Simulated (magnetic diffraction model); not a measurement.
## Cs2LiFeBr6: the ordered moment from one line

Space group Fm-3m (no. 225), a = 11.1430 Å.

| site | atom | x | y | z |
| --- | --- | --- | --- | --- |
| 8c | Cs | 1/4 | 3/4 | 3/4 |
| 24e | Br | 0 | 0 | 0.7564 |
| 4a | Fe | 0 | 0 | 0 |
| 4b | Li | 1/2 | 0 | 0 |

The compound is invented for this exercise: a known structure type with other elements, its cell scaled to their sizes and not relaxed.

Only Fe is taken to order (form factors of Fe3+); orders and moment sizes are assumed, and not adapted to the symmetry. Radiation: neutrons of λ = 2.41 Å, 8° to 100°; isotropic B of 0.51 Å² (Cs), 0.74 Å² (Br), 0.59 Å² (Fe) and 0.9 Å² (Li). Simulated constant-wavelength pattern: nuclear and magnetic terms add, the magnetic one as |2.695 fm × Σ f S⊥ exp(2πi Q·r) exp(−B s²)|², summed over all Q at one angle with the factor 1/(sin²θ cos θ). For collinear order S is the moment m, which repeats by lattice and centring translations R with the sign exp(−2πi k·R). Free-ion form factors, Sears's scattering lengths of 1992, no absorption; a label names one of the reflections at its angle. The strongest nuclear line in the range is 100, and lines under 0.2 are left out.

In a first state the assumed order is k = (0 0 0), collinear moments along [001], 4.74 μB on Fe, with this pattern:

```tsv
2θ (°)	index	nuclear	magnetic
21.59	(1 1 1)	30.2	17.6
24.98	(2 0 0)	10.8	9.6
35.62	(2 2 0)	2.5	8.6
42.04	(3 1 1)	17.6	11.5
44.00	(2 2 2)	89.1	3.4
51.26	(4 0 0)	92.1	1.7
56.25	(3 3 1)	6.8	5.3
57.84	(4 2 0)	8.8	4.9
63.98	(4 2 2)	1.8	3.7
68.38	(5 1 1)	16.2	4.1
75.43	(4 4 0)	100.0	1.1
79.55	(5 3 1)	18.2	3.9
80.91	(6 0 0)	6.6	2.3
86.30	(6 2 0)	1.5	1.6
90.33	(5 3 3)	5.5	1.4
91.67	(6 2 2)	87.0	1.3
```
(The table stops after 16 lines; 1 more lie at higher angle.)

**Question.** Nearer the ordering temperature the line at 21.59° has total intensity 38.9 on the same scale, and all moments have shrunk alike. How large is the Fe moment?

The nuclear part, 30.2, stays, so the magnetic part is 8.7 against 17.6. It goes as m², so m = 4.74 × √(8.7/17.6) = 3.33 μB; the value used was 3.32 μB.

[Logs are printed without paths, hosts, clocks, repeated set-up lines and the standing remarks that a program may print on its own settings, such as how far it seeks lower states.]
